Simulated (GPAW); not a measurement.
# linear Pt chain, spacing 2.672 A: a list in the functional

How far do the magnetic results of linear Pt chain, spacing 2.672 A hang on the functional?

Method: several functionals; plane waves with GPAW's PAW setups, scalar-relativistic, in GPAW 26.7.0.

This is a report of a sequence of runs, with the program logs left out and the cost of each run kept.

### Step 1. Starting point

The cell holds 1 atom: 1 Pt. Cell: a = 12.000 Å, b = 12.000 Å, c = 2.672 Å, α = 90.0°, β = 90.0°, γ = 90.0°. model lattice. Vacuum lies along a and b. The structure's axis is c.

### Step 2. Set 1 (LDA), start ferro +

Each set takes another functional on the same cell and mesh.

order1.py

```python
import json
import numpy as np
from ase import Atoms
from ase.parallel import paropen, parprint
from gpaw import GPAW

atoms = Atoms(['Pt'],
    cell=[[12.0, 0.0, 0.0],
         [0.0, 12.0, 0.0],
         [0.0, 0.0, 2.672]],
    scaled_positions=[[0.5, 0.5, 0.0]],
    pbc=True,
    magmoms=[0.6])
atoms.calc = GPAW(mode={'name': 'pw', 'ecut': 550},
    xc='LDA',
    kpts={'size': (1, 1, 10), 'gamma': True},
    occupations={'name': 'fermi-dirac', 'width': 0.05},
    convergence={'density': 1e-05, 'energy': 1e-05},
    maxiter=200,
    txt='order1.txt')
e = atoms.get_potential_energy(force_consistent=True)
res = {'free_energy': e, 'energy_sigma0': atoms.get_potential_energy(), 'fermi_energy': atoms.calc.get_fermi_level()}
res['moments'] = atoms.get_magnetic_moments().tolist()
res['total'] = atoms.get_magnetic_moment()
parprint('site moments (muB):', np.round(res['moments'], 3))
parprint(f"total moment: {res['total']:.3f} muB")
parprint(f'free energy: {e:.6f} eV')
atoms.calc.write('order1.gpw')
with paropen('results.json', 'w') as f:
    json.dump(res, f)
```

Run with:

```
$ OMP_NUM_THREADS=1 python3 order1.py > order1.log
```

Run time: 45 s. Hardware: 1 MPI rank of Arm Neoverse V1, shared host; peak memory 0.33 GiB.

Numbers from this step:

```yaml
magnetization: 0.788 μB
final_state: ferromagnetic
largest_moment: 0.7049 μB
```

After 18 cycles the largest moment stands at 0.705 μB.

### Step 3. Set 1 (LDA), start antiferro q=(0,0,1/2) +-

The second start gives the energy difference between the two end states, the quantity that is followed from set to set. Its q is in fractions of the reciprocal vectors of the first run's cell.

order2.py is the script of step 2 with these lines changed:

```diff
@@ -6,12 +6,13 @@
 
-atoms = Atoms(['Pt'],
+atoms = Atoms(['Pt', 'Pt'],
     cell=[[12.0, 0.0, 0.0],
          [0.0, 12.0, 0.0],
-         [0.0, 0.0, 2.672]],
-    scaled_positions=[[0.5, 0.5, 0.0]],
+         [0.0, 0.0, 5.344]],
+    scaled_positions=[[0.5, 0.5, 0.0],
+         [0.5, 0.5, 0.5]],
     pbc=True,
-    magmoms=[0.6])
+    magmoms=[0.6, -0.6])
 atoms.calc = GPAW(mode={'name': 'pw', 'ecut': 550},
     xc='LDA',
-    kpts={'size': (1, 1, 10), 'gamma': True},
+    kpts={'size': (1, 1, 5), 'gamma': True},
     occupations={'name': 'fermi-dirac', 'width': 0.05},
@@ -19,3 +20,3 @@
     maxiter=200,
-    txt='order1.txt')
+    txt='order2.txt')
 e = atoms.get_potential_energy(force_consistent=True)
@@ -27,3 +28,3 @@
 parprint(f'free energy: {e:.6f} eV')
-atoms.calc.write('order1.gpw')
+atoms.calc.write('order2.gpw')
 with paropen('results.json', 'w') as f:
```

Run with:

```
$ OMP_NUM_THREADS=1 python3 order2.py > order2.log
```

It took 1.7 min on 1 MPI rank; peak memory 0.54 GiB.

Numbers from this step:

| Quantity | Value |
| --- | --- |
| final state | non-magnetic |

This start lies +13.5 meV a seeded atom from the first; its moments have collapsed.

### Step 4. Set 3 (PBE), start ferro +

order1.py is the script of step 2 with these lines changed:

```diff
@@ -14,3 +14,3 @@
 atoms.calc = GPAW(mode={'name': 'pw', 'ecut': 550},
-    xc='LDA',
+    xc='PBE',
     kpts={'size': (1, 1, 10), 'gamma': True},
```

Run with:

```
$ OMP_NUM_THREADS=1 python3 order1.py > order1.log
```

The job ended after 47 s (1 MPI rank; peak memory 0.35 GiB).

Numbers from this step:

```
magnetization  : 0.9661 μB
final state    : ferromagnetic
largest moment : 0.8819 μB
```

The largest moment moves by +0.18 μB from set 1, at 1.1 times its CPU time.

### Step 5. Set 3 (PBE), start antiferro q=(0,0,1/2) +-

order2.py is the script of step 3 with these lines changed:

```diff
@@ -15,3 +15,3 @@
 atoms.calc = GPAW(mode={'name': 'pw', 'ecut': 550},
-    xc='LDA',
+    xc='PBE',
     kpts={'size': (1, 1, 5), 'gamma': True},
```

Run with:

```
$ OMP_NUM_THREADS=1 python3 order2.py > order2.log
```

It took 1.7 min on 1 MPI rank; peak memory 0.59 GiB.

This step gave:

| Property | Result |
| --- | --- |
| final state | non-magnetic |

This start lies +26.7 meV a seeded atom from the first, a change of +13.1 meV since set 1; its moments have collapsed.

### Step 6. Set 4 (RPBE), start ferro +

order1.py is the script of step 4 with these lines changed:

```diff
@@ -14,3 +14,3 @@
 atoms.calc = GPAW(mode={'name': 'pw', 'ecut': 550},
-    xc='PBE',
+    xc='RPBE',
     kpts={'size': (1, 1, 10), 'gamma': True},
```

Run with:

```
$ OMP_NUM_THREADS=1 python3 order1.py > order1.log
```

The job ended after 44 s (1 MPI rank; peak memory 0.35 GiB).

This step gave:

```
magnetization  : 0.9534 μB
final state    : ferromagnetic
largest moment : 0.8819 μB
```

The largest moment is that of set 3, at 0.95 times its CPU time.

### Step 7. Set 4 (RPBE), start antiferro q=(0,0,1/2) +-

order2.py is the script of step 5 with these lines changed:

```diff
@@ -15,3 +15,3 @@
 atoms.calc = GPAW(mode={'name': 'pw', 'ecut': 550},
-    xc='PBE',
+    xc='RPBE',
     kpts={'size': (1, 1, 5), 'gamma': True},
```

Run with:

```
$ OMP_NUM_THREADS=1 python3 order2.py > order2.log
```

Elapsed: 1.7 min, on 1 MPI rank; peak memory 0.59 GiB.

This step gave:

* final state: non-magnetic

This start lies +29.4 meV a seeded atom from the first, a change of +2.8 meV since set 3; its moments have collapsed.

### Step 8. An attempt with other settings

An input with a fault is tried, to see how the program answers.

run.py

```python
import json
import numpy as np
from ase import Atoms
from ase.parallel import paropen, parprint
from gpaw import GPAW

atoms = Atoms(['Pt'],
    cell=[[12.0, 0.0, 0.0],
         [0.0, 12.0, 0.0],
         [0.0, 0.0, 2.672]],
    scaled_positions=[[0.5, 0.5, 0.0]],
    pbc=True,
    magmoms=[0.6])
atoms.calc = GPAW(mode={'name': 'pw', 'ecut': 550},
    xc='LDA',
    kpts={'size': (1, 1, 10), 'gamma': True},
    occupations={'name': 'fermi-dirac', 'width': 0.05},
    convergence={'density': 1e-05, 'energy': 1e-05},
    maxiter=100,
    mixer={'method': 'separate', 'backend': 'pulay', 'beta': 1.0, 'nmaxold': 1, 'weight': 1},
    txt='run.txt')
e = atoms.get_potential_energy(force_consistent=True)
res = {'free_energy': e, 'energy_sigma0': atoms.get_potential_energy(), 'fermi_energy': atoms.calc.get_fermi_level()}
res['moments'] = atoms.get_magnetic_moments().tolist()
res['total'] = atoms.get_magnetic_moment()
parprint('site moments (muB):', np.round(res['moments'], 3))
parprint(f"total moment: {res['total']:.3f} muB")
parprint(f'free energy: {e:.6f} eV')
atoms.calc.write('run.gpw')
with paropen('results.json', 'w') as f:
    json.dump(res, f)
```

Run with:

```
$ OMP_NUM_THREADS=1 python3 run.py > run.log
```

It took 3.9 min on 1 MPI rank; peak memory 0.24 GiB.

The run stopped without converging, so none of its numbers is a property of the system.

The fault put into the input: mixing far too strong.

Taking so much of each cycle's output makes the cycles overshoot; a small step or a mixer with history is the cure.

### Step 9. The sets together

List, by row:

| set | functional | state from the first start | state from the second start | second less first (meV a seeded atom) | moment, first (μB) | moment, second (μB) | CPU time (s) |
| --- | --- | --- | --- | --- | --- | --- | --- |
| 1 | LDA | ferromagnetic | non-magnetic | 13.51 | 0.7049 | 0 | 144.6 |
| 3 | PBE | ferromagnetic | non-magnetic | 26.65 | 0.8819 | 0 | 150 |
| 4 | RPBE | ferromagnetic | non-magnetic | 29.41 | 0.8819 | 0 | 146.1 |

### Step 10. Outcome

| Item | Value |
| --- | --- |
| range of the moment in the table, first start | 0.705 to 0.882 μB |
| range of CPU time | 2.4 min to 2.5 min |
| range of the energy difference | 13.5 to 29.4 meV a seeded atom |

What this shows: For the first start the functionals give moments from 0.705 to 0.882 μB and energy differences from 13.5 to 29.4 meV a seeded atom; all use the same cell, so differences in their own lattice constants don't enter. The first start ends lower on every set of the table. The second start loses its moments on every set, so the difference is that between moments and none. Set 2 gave no pair of finished runs and is missing from the table.

[Long decimals in the printed logs are rounded to 6 places.]

[Logs and program files are shortened in this print: banners, set-up blocks, solver, clock and traceback lines can be left out without a mark of their own.]

[Logs are printed without paths, hosts, clocks, repeated set-up lines and the standing remarks that a program may print on its own settings, such as how far it seeks lower states.]

[Hosts, paths, dates, database ids (printed as entryN), source tags and the programs' standing remarks are cut or masked in the printed files.]

[Where the starting crystal was built by hand or by swapping elements, it need not be the compound's stable phase.]

[Where a cell is said to come from a database of computed structures, the database is the Materials Project.]

[Runs that the program refused, that were killed for memory or that had too few empty states are not shown or counted.]

[Lattice constants of own cells that a recipe calls measured were typed without a cited source.]
